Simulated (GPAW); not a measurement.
# The B K excitation threshold of BP (F-43m) under uniform strain

For each volume the threshold was computed as E(hole) − E(ground) plus the lowest empty eigenvalue of the hole cell (GPAW, LDA, 12-atom cell, total energies on 3×4×4 k points, the eigenvalue on 5×5×5, hole spin-paired). The values are raw, 6 eV above the value with the free atom's term for the hole's spin taken off; only their change is used. The threshold is the spectrum's zero, where absorption may be weak, not the visible edge.

| volume | ln(V/V₀) | threshold (eV) |
| --- | --- | --- |
| V × 0.94 | -0.06188 | ? |
| V × 0.97 | -0.03046 | 191.509 |
| V × 1 | +0.00000 | 191.654 |
| V × 1.03 | +0.02956 | 191.792 |
| V × 1.06 | +0.05827 | 191.921 |

Fit a straight line in ln(V/V₀), give its slope, and predict the threshold at V × 0.94.

The means of the given rows are x̄ = +0.01434 and Ē = 191.719 eV. Σ(x − x̄)(E − Ē) = 0.02033 and Σ(x − x̄)² = 0.004374, so the slope is +4.65 eV, and the line passes the given rows within 0.002 eV. At x = -0.06188 it gives 191.719 + (+4.65) × (-0.07622) = 191.365 eV. The run gives 191.355 eV, a miss of +0.010 eV over a total move of +0.566 eV. The slope is the clamped-ion volume deformation potential of the lowest empty level of the hole cell on this mesh (the hole may pull it below the band edge) against the B 1s level, with the hole's relaxation included: the threshold rises by 0.046 eV for 1 % of expansion. The charged cell's image error also scales with the cell's size and isn't taken out.

[Hosts, paths, dates, database ids (printed as entryN), source tags and the programs' standing remarks are cut or masked in the printed files.]

[Lists of maxima count a maximum above −3 eV only where it reaches 4 % of the highest in the window and stands out from its surroundings by 2 % of it (1.5 % where it reaches 55 %); shoulders and weaker maxima are passed over, and of the rest the first, up to two pre-edge ones and the few strongest are named.]
